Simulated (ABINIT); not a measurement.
# Quasiparticle gap of SnO2 (Cassiterite) in ABINIT

Aim: the G0W0 gap of SnO2 (Cassiterite) on PBE, step by step.

Calculated with ABINIT 10.8.3; PBE and many-body steps on it, plane waves.

**The experiments to reproduce.**

- Gap 3.6 eV: experimental gap quoted from earlier work; bulk crystal (quoted in “Study on the Photocatalytic Properties of Flower-Shaped SnO2”, 2022, pmc:9565917).

This is a report of a sequence of runs, with most program output left out.

## (1) The structure

Symmetry: P4_2/mnm, No. 136, tetragonal system. Conventional cell: a = 4.738 Å, b = 4.738 Å, c = 3.187 Å, α = 90.00°, β = 90.00°, γ = 90.00°. Nearest to Sn lie 6 O at 2.05 to 2.06 Å. O has 3 Sn at 2.05 to 2.06 Å nearest. Farther neighbours and most contacts between anions are not listed.

Structure file:

```cif
data_structure
_symmetry_space_group_name_H-M 'P4_2/mnm'
_symmetry_Int_Tables_number 136
_cell_length_a 4.7380
_cell_length_b 4.7380
_cell_length_c 3.1865
_cell_angle_alpha 90.000
_cell_angle_beta 90.000
_cell_angle_gamma 90.000
_cell_volume 71.53
loop_
_atom_site_label
_atom_site_type_symbol
_atom_site_symmetry_multiplicity
_atom_site_Wyckoff_symbol
_atom_site_fract_x
_atom_site_fract_y
_atom_site_fract_z
_atom_site_occupancy
Sn1 Sn 2 a 0.00000 0.00000 0.00000 1
O1 O 4 f 0.30710 0.30710 0.00000 1
```

The cell and positions come from the Crystallography Open Database and are kept as given unless a step says otherwise.

## (2) Ground state

This step: ABINIT 10.8.3; DFT, PBE, plane waves, norm-conserving pseudopotentials.

The ground-state density comes first.

Input file run.abi:

```
acell 3*1.0 Angstrom
rprim 
  4.738000000000 0.000000000000 0.000000000000
  0.000000000000 4.738000000000 0.000000000000
  0.000000000000 0.000000000000 3.186500000000
ntypat 2
znucl 50 8
natom 6
typat 1 1 2 2 2 2
xred 
  0.000000000000 0.000000000000 0.000000000000
  0.500000000000 0.500000000000 0.500000000000
  0.307100000000 0.307100000000 0.000000000000
  0.192900000000 0.807100000000 0.500000000000
  0.692900000000 0.692900000000 0.000000000000
  0.807100000000 0.192900000000 0.500000000000
pp_dirpath "pseudos"
pseudos "Sn.upf, O.upf"
ecut 42
ngkpt 4 4 6
nshiftk 1
shiftk 0 0 0
kptopt 1
chksymbreak 0
nband 41
occopt 1
tolvrs 1e-10
nstep 60
prtwf 0
optforces 0
optstress 0
indata_prefix "in"
outdata_prefix "out"
tmpdata_prefix "tmp"
```

On the command line:

```bash
OMP_NUM_THREADS=1 mpirun -n 8 abinit run.abi > log
```

Run time: 37 s. Hardware: 8 MPI ranks of Arm Neoverse V1, shared host; peak memory 0.72 GiB; 4.9 min of CPU time.

This step gave:

* total energy: -13864.0888 eV
* gap: 1.284 eV
* k of the valence top: 0, 0, 0
* k of the conduction bottom: 0, 0, 0
* least direct gap: 1.284 eV

The gap is direct, at Γ.

## (3) Empty states on the mesh, 4×4×4 mesh, 129 bands

The sums over transitions need many empty states on a uniform mesh; this step solves for them.

run.abi, as its differences from that of step 2:

```diff
@@ -19,3 +19,3 @@
 ecut 42
-ngkpt 4 4 6
+ngkpt 4 4 4
 nshiftk 1
@@ -24,9 +24,10 @@
 chksymbreak 0
-nband 41
-occopt 1
-tolvrs 1e-10
+iscf -2
+irdden 1
+istwfk *1
+nband 129
+nbdbuf 10
+tolwfr 1e-09
 nstep 60
-prtwf 0
-optforces 0
-optstress 0
+prtvol 0
 indata_prefix "in"
```

Run time: 80 s. Hardware: 8 MPI ranks; peak memory 0.79 GiB.

Numbers from this step:

- gap: 1.284 eV
- k of the valence top: 0, 0, 0
- k of the conduction bottom: 0, 0, 0
- least direct gap: 1.284 eV
- k points computed: 18
- lowest point of the top converged band, above the valence top: 57.6405 eV

On this mesh the gap is 1.284 eV.

## (4) Screening, 4×4×4 mesh, 119 bands, screening to 130.6 eV

The RPA dielectric matrix is built and inverted for each q.

This step: RPA screening on PBE, plane waves, norm-conserving pseudopotentials.

run.abi, as its differences from that of step 3:

```diff
@@ -24,10 +24,11 @@
 chksymbreak 0
-iscf -2
-irdden 1
 istwfk *1
-nband 129
-nbdbuf 10
-tolwfr 1e-09
-nstep 60
-prtvol 0
+occopt 1
+irdwfk 1
+optdriver 3
+nband 119
+ecuteps 4.8
+inclvkb 2
+awtr 1
+symchi 1
 indata_prefix "in"
```

The job ended after 3.1 min (8 MPI ranks; peak memory 4.4 GiB; 25 min of CPU time).

Numbers from this step:

```
ε∞ with local fields, on this mesh, along the program's q direction : 4.594
the same without local fields                                       : 4.808
plasma frequency                                                    : 36.20 eV
plane waves in the screening matrix                                 : 249
```

Local fields lower ε∞ by 4 %. On a Γ-centred mesh this coarse the value itself is usually too large, while a short band sum pulls it down.

## (5) Self-energy, 4×4×4 mesh, 119 bands, screening to 130.6 eV

The self-energy is evaluated for the states that the input lists, and the levels follow from it, in one-shot runs by the linearised quasiparticle equation.

This step: G0W0 on PBE, plane waves, norm-conserving pseudopotentials.

run.abi, as its differences from that of step 4:

```diff
@@ -27,8 +27,15 @@
 irdwfk 1
-optdriver 3
+optdriver 4
 nband 119
+gwcalctyp 0
+ecutsigx 42
+symsigma 1
+nkptgw 1
+kptgw 
+  0.0000000000 0.0000000000 0.0000000000
+bdgw 
+  32 36
 ecuteps 4.8
-inclvkb 2
-awtr 1
-symchi 1
+irdscr 1
+ppmodel 1
 indata_prefix "in"
```

Wall time 8.1 s (8 MPI ranks); peak memory 2.7 GiB; 64 s of CPU time.

This step gave:

```yaml
g0w0_gap_on_the_points_computed: 2.721 eV
starting_gap_on_the_mesh: 1.284 eV
k_of_the_valence_top: 0, 0, 0
k_of_the_conduction_bottom: 0, 0, 0
z_at_the_valence_top: 0.793
z_at_the_conduction_bottom: 0.846
least_direct_g0w0_gap_on_the_computed_points: 2.721 eV
```

The gap on the mesh goes from 1.28 eV to 2.72 eV, a correction of +1.44 eV.

Limits: finite bands, cutoff and mesh; no spin-orbit coupling; coarse k mesh. v1 is the top filled band, c1 the lowest empty one. Levels before and after the correction, in eV, zero at the valence-band top of each column:

|  | conduction bottom | valence top |
| --- | --- | --- |
| Kohn-Sham | 1.28 | 0.00 |
| G0W0 | 2.72 | 0.00 |

|  | level | energy (eV) |
| --- | --- | --- |
| Kohn-Sham | Γ v3-v2 | -0.764 |
| Kohn-Sham | Γ v1 | 0.000 |
| Kohn-Sham | Γ c1 | 1.284 |
| Kohn-Sham | Γ c2 | 6.143 |
| G0W0 | Γ v3-v2 | -0.748 |
| G0W0 | Γ v1 | 0.000 |
| G0W0 | Γ c1 | 2.721 |
| G0W0 | Γ c2 | 8.169 |

## (6) Where the time went

Times are wall times on 8 MPI ranks of Arm Neoverse V1, shared host, good to a factor of about two.

| step | time | share | memory (GiB) |
| --- | --- | --- | --- |
| ground state | 37 s | 12 % | 0.72 |
| empty states on the mesh | 80 s | 26 % | 0.79 |
| screening | 3.1 min | 60 % | 4.4 |
| self-energy | 8.1 s | 3 % | 2.7 |

## (7) Summary of results

```
PBE gap              : 1.28 eV, direct
G0W0 gap on the mesh : 2.72 eV
GW settings          : 4×4×4 mesh, 119 bands, screening to 130.6 eV, Godby-Needs plasmon pole
known limits         : not at the basis limit; no spin-orbit coupling; coarse k mesh
```

**Reading.** G0W0 moves the gap on the mesh from 1.28 eV to 2.72 eV (+1.44 eV), with Z of 0.79 and 0.85 at the edges. Local fields lower the RPA ε∞ on this mesh from 4.81 to 4.59; a Γ-centred mesh this coarse tends to raise both, most where the direct gap is narrow, while a short band sum lowers them. Only 1 of the mesh's irreducible points was corrected, so a valley elsewhere could overtake. The dearest step here is «screening». Against experiment, by G0W0@PBE: the gap of 2.72 eV lies −0.88 eV from the measured 3.6 eV (kind not stated, quoted 2022). The calculation has static nuclei and no excitons; a measured gap holds zero-point and thermal motion, which mostly lowers it. Against the values above the computed gap that would widen the miss. A likelier cause is too strong a screening: the start's gap is only 1.28 eV, the mesh is coarse, and one shot does not repair that. Bands and cutoff are finite, so the gap is not at the basis limit. The miss can reach some tenths of an eV and take either sign; the mesh is an error of its own. In the G0W0 run levels were corrected at 1 k point alone, so a gap called «on the mesh» is the least over those, and an edge elsewhere would be missed. The 4×4×4 mesh is coarse for this cell, which bears on the long-range parts of exchange and screening. The many-body steps are scalar-relativistic: spin-orbit coupling is not in them.

[Paths, hosts, dates, memory and timing lines, banners, echoed tables and standing remarks are left out of the program output.]

[Logs are printed without paths, hosts, clocks, repeated set-up lines and the standing remarks that a program may print on its own settings, such as how far it seeks lower states.]

[Runs of the session that timed out or met a known fault of the program may be left out.]

[No measured gap is set beside runs whose start may be inverted or whose files or cutoffs have a known fault.]

[Hosts, paths, dates, database ids (printed as entryN), source tags and the programs' standing remarks are cut or masked in the printed files.]

[G0W0 gaps are taken among the corrected bands and points alone; a level outside them can change the order at an edge.]

[Where Ansatz stands beside ABINIT at settings called matched, ABINIT's density can come from a denser mesh and the files from another edition; pairs whose starting gaps differed by over 0.03 eV were left out, so agreement reads better than it is.]
